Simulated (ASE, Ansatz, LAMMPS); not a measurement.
# Convergence of a linear-scaling basis for (8,0) carbon nanotube in a second wall (200 atoms), part 2 of 2

Aim: test how closely localised support functions follow the reference on (8,0) carbon nanotube in a second wall (200 atoms), and at what cost. A setting counts as converged where the r.m.s. difference of forces stays under 1 % of the r.m.s. force.

Ansatz 0.2.0; Kohn-Sham DFT, r2SCAN+D4, PAW (set soft_2), plane waves.

The cell: 200 C. Beside vacuum, support functions can miss their usual error bounds without a warning. Sampling is at Γ alone, for a cell whose periodic width is 8 Å.

So far. Step 3 (Plane-wave single point): Löwdin charges run from +0.04 to +0.04 e, about a mean that is the spilled charge alone. Within 0.4 eV of the Fermi level the largest share is C p (98 % of the projected weight).

**4. Structure statistics**

These statistics describe the geometry on which the runs were made.

Normalised to the volume that the atoms fill. Pair distribution function in bins of 0.1 Å:

```csv
r (Å),total
1.25,0.00
1.35,8.22
1.45,3.60
1.55,0.00
1.65,0.00
1.75,0.00
1.85,0.00
1.95,0.00
2.05,0.00
2.15,0.00
2.25,0.00
2.35,0.00
2.45,7.77
2.55,0.00
2.65,0.00
2.75,2.97
2.85,0.00
2.95,0.00
3.05,0.00
3.15,0.00
3.25,0.00
3.35,0.00
3.45,0.46
3.55,0.87
3.65,2.96
3.75,0.92
3.85,0.29
3.95,0.27
4.05,1.41
4.15,2.56
4.25,0.41
4.35,0.29
4.45,0.81
4.55,0.38
4.65,0.56
4.75,0.75
4.85,1.68
4.95,0.94
5.05,1.40
5.15,0.28
5.25,0.62
5.35,0.28
5.45,0.60
5.55,1.00
```

Bonds by pair of elements; cutoffs follow the first minimum of g(r), held within bounds set by covalent radii, and pairs that aren't listed don't count as bonded:

```csv
pair A-B,cutoff (Å),bonds,mean length (Å),spread (Å),shortest (Å),B about A,A about B
C-C,1.82,300,1.40,0.005,1.40,3,3
```

How many atoms have how many bonded neighbours:

```csv
element,mean,3
C,3,200
```

Bond angles, per cent of each kind in bins of 5°:

```csv
angle (°),C-C-C
115–120,100.0
```

Bond angles (no mean is given where the spread exceeds 20°):

```csv
angle,count,mean (°),spread (°)
C-C-C,600,119,0.6
```

The first maximum of g(r) stands at about 1.39 Å. Counting bonds as in the table, all C atoms have 3 bonded neighbours. The C-C-C angle averages 119° with a spread of 0.6°.

A closer look about C35, which bears the longest force: 13 atoms, nearest first, numbered in the order of the input, with positions taken from that point.

```csv
atom,x,y,z,distance (Å),bonds,Löwdin charge (e),Fx,Fy,Fz (eV/Å)
C35,0.00,0.00,0.00,0.00,3,0.04,0.12,0.04,-0.49
C38,0.00,0.00,1.40,1.40,3,0.04,0.12,0.04,0.49
C36,-0.54,1.09,-0.70,1.40,3,0.04,0.12,0.08,0.47
C34,0.33,-1.17,-0.70,1.40,3,0.04,0.14,0.02,0.48
C39,-1.27,2.06,0.00,2.42,3,0.04,0.10,0.09,-0.48
C33,0.45,-2.38,0.00,2.42,3,0.04,0.13,0.00,-0.48
C41,-0.54,1.09,2.09,2.42,3,0.04,0.12,0.08,-0.47
C141,-0.54,1.09,-2.09,2.42,3,0.04,0.12,0.08,-0.47
C37,0.33,-1.17,2.09,2.42,3,0.04,0.14,0.02,-0.48
C137,0.33,-1.17,-2.09,2.42,3,0.04,0.14,0.02,-0.48
C138,0.00,0.00,-2.79,2.79,3,0.04,0.12,0.04,0.49
C42,-1.27,2.06,1.40,2.79,3,0.04,0.10,0.09,0.48
C100,0.45,-2.38,1.40,2.79,3,0.04,0.13,0.00,0.48
```

The column of bonds counts only the pairs C-C within 1.82 Å; other neighbours, such as metal atoms beside each other in a compound, aren't counted, and periodic images can show an atom twice.

**5. Support functions medium**

With localised support functions most steps grow linearly with size, though the diagonalisation grows faster unless the density matrix is cut; this run measures error and cost at this size.

This step: Kohn-Sham DFT, r2SCAN+D4, PAW (set soft_2), localised support functions (medium) (Ansatz 0.2.0).

Input file input.yaml:

```yaml
crystal:
  lattice:
    - [23.31172, 0.0, 0.0]
    - [0.0, 23.25493, 0.0]
    - [0.0, 0.0, 8.36757]
  atoms:
    [... the 200 atom lines of step 3 ...]
kpoints:
  mp_grid: { grid: [1, 1, 1] }
hamiltonian:
  xc: r2scan
  dispersion: d4
scf:
  occupations: { method: gaussian, width: 0.025 }
  eigensolver: { kind: { support_functions: { accuracy: medium } } }
  mixing: { beta: 0.2 }
  max_iter: 150
output:
  forces: true
  eigenvalues: true
```

Launch:

```sh
> ansatz run input.yaml --threads 8 --pin off --max-ram 15872MiB --backend cpu --events-out ev --progress --plain --runs-dir out
```

Numbers of over 12 decimals in the logs are rounded to 6 here.

What it wrote:

```text
Warning: scf.eigensolver.kind.support_functions: disabling space-group detection — the functions' gradient is summed over unrotated k-points, so no spatial operation reduces the k-mesh or symmetrises the density; time reversal is kept, so that k and −k are solved as one point where they differ and the mesh holds both, and exact exchange and, on two spinor components, a DFT+U term hold to it where the run has them: [...]
settings of this run that can trade accuracy for cost: scf.eigensolver.kind.support_functions [...]
[...]
Crystal: 200 atoms, lattice volume = 4536.164 Å³
Basis set: ecut = 500 eV, 115191 PW (Γ), exchange–correlation on 540×540×192 points (27 copies of the dense FFT grid, shifted against one another)
Bands: 480, of which v1, the nominal top of the filled ones, is band 400 counted from 1 (399 counted from 0)
Symmetry: 1 space group operations
k-points: 1
[...]
SCF iter   1: F=—  HF=-50329.026186 eV  |F-HF|=—  |Δ(HF+E_count)|=         —  Δρ=6.96e-2  dr2=2.19e2  dr2_τ=6.52e1  ethr=1.00e-1
[...]
SCF iter  16: F=-50308.106366 eV  HF=-50308.106358 eV  |F-HF|=7.80e-6  |Δ(HF+E_count)|=   2.86e-4  Δρ=5.54e-6  dr2=2.17e-6  dr2_τ=4.91e-8  ethr=6.93e-10
SCF 1 converged in 16 iterations: F = -50308.108419 eV  dr2 = 2.17e-6
[...]
SCF converged after 16 iterations
Stability not checked: this state was not tested for a lower state beside it, because the mixer in use, unlike msr1, does not test its closes by its own steps (another_mixer; see scf.mixing.algorithm and scf.lower_state_search)
Free energy (F): -50308.108419 eV
[...]
Internal energy: -50308.108419 eV  (E = F + TS)
E sigma→0 (E₀):  -50308.108419 eV
Fermi energy:    0.055944 eV
[...]
--- Forces (eV/Å), atoms counted from 1 ---
  atom   1  C      0.15063917     0.00000034     0.10418531
  atom   2  C      0.13683586     0.06541670    -0.10050294
  atom   3  C      0.11193601     0.09883206     0.10294331
  atom   4  C      0.05208708     0.14277050    -0.10165110
  atom   5  C      0.13683314     0.06546973     0.10055120
  atom   6  C      0.11196756     0.09887484    -0.10291987
  atom   7  C     -0.00033956     0.14936173     0.10165324
  atom   8  C     -0.05119292     0.14208387    -0.10291328
  atom   9  C      0.05207031     0.14281530     0.10165514
  atom  10  C     -0.00030930     0.14931870    -0.10160774
  atom  11  C     -0.11380366     0.09927516     0.10036196
  atom  12  C     -0.13500692     0.06422579    -0.10273745
  atom  13  C     -0.05114727     0.14208316     0.10293819
  atom  14  C     -0.11380876     0.09928299    -0.10031840
[...]
atom 199  C      0.13730007    -0.02326564    -0.47749615
  atom 200  C      0.12771573     0.00000943     0.47877395
  max |Σ_I F_I| component: 2.91e-3 eV/Å
--- Band table (eV) ---
[...]
```

It took 5.4 min on 8 threads of Arm Neoverse V2, shared host; peak memory 12 GiB; 42 min of CPU time.

The program notes that the band table was not solved further than the SCF left it and it switched symmetry off.

Keys that differ from the reference: support_functions.accuracy = "medium", scf.max_iter = 150 and scf.mixing.beta = 0.2.

Forces differ from the reference by 0.81 meV/Å r.m.s., 0.33 % of their size, within a tolerance of 1 %; the energy by -3.1 meV/atom. It took 5.4 min and 16 cycles; the reference's time can't be set against it, since the two runs asked for unlike analyses.

**6. Cost against change**

Differences are against the plane-wave reference (Kohn-Sham DFT, r2SCAN+D4, PAW (set soft_2), plane waves), whose r.m.s. force component is 0.246 eV/Å. Energies are set beside the reference only for runs with its functional, potentials and electron count. Times are for 8 threads of Arm Neoverse V2, shared host. The reference's time includes the DOS and grids, which some other runs skip.

```csv
run,"Δ force, r.m.s. (meV/Å)",share of r.m.s. force (%),Δ energy (meV/atom),Δ gap (eV),cycles,time,host memory (GiB)
reference,-,-,-,-,12,2.2 min,13
support functions medium,0.814,0.332,-3.13,-7.0e-4,16,5.4 min,12
```

**7. Outcome**

```yaml
free_energy_per_atom: -251.5374 eV/atom
r_m_s_force_component: 0.2455 eV/Å
spacing_of_highest_filled_and_lowest_empty_level: 0.2883 eV
wall_time_of_the_2_dft_runs: 7.6 min
```

What this shows: Against plane waves at 500 eV, the forces differ by 0.81 meV/Å (0.33 %) with support functions medium. At 200 atoms the run with support functions medium takes roughly 2.4 times the time of plane waves (whose run also made extra analyses, so the like-for-like ratio is larger), in 16 SCF cycles against 12. Differences between support functions and plane waves include what basis error the plane-wave run still has.

Between filled and empty levels lie 0.288 eV at Γ alone; the mesh holds the band edges only if they fold onto it, so the gap at this level can be narrower or closed, while semilocal functionals tend to narrow gaps against experiment. Counting bonds as in the table, all C atoms have 3 bonded neighbours.

What to keep in mind: The geometry was minimised with a classical potential and isn't relaxed at this level: its force components are 0.25 eV/Å r.m.s.

[Logs are printed without paths, hosts, clocks, repeated set-up lines and the standing remarks that a program may print on its own settings, such as how far it seeks lower states.]

[Hosts, paths, dates, database ids (printed as entryN), source tags and the programs' standing remarks are cut or masked in the printed files.]
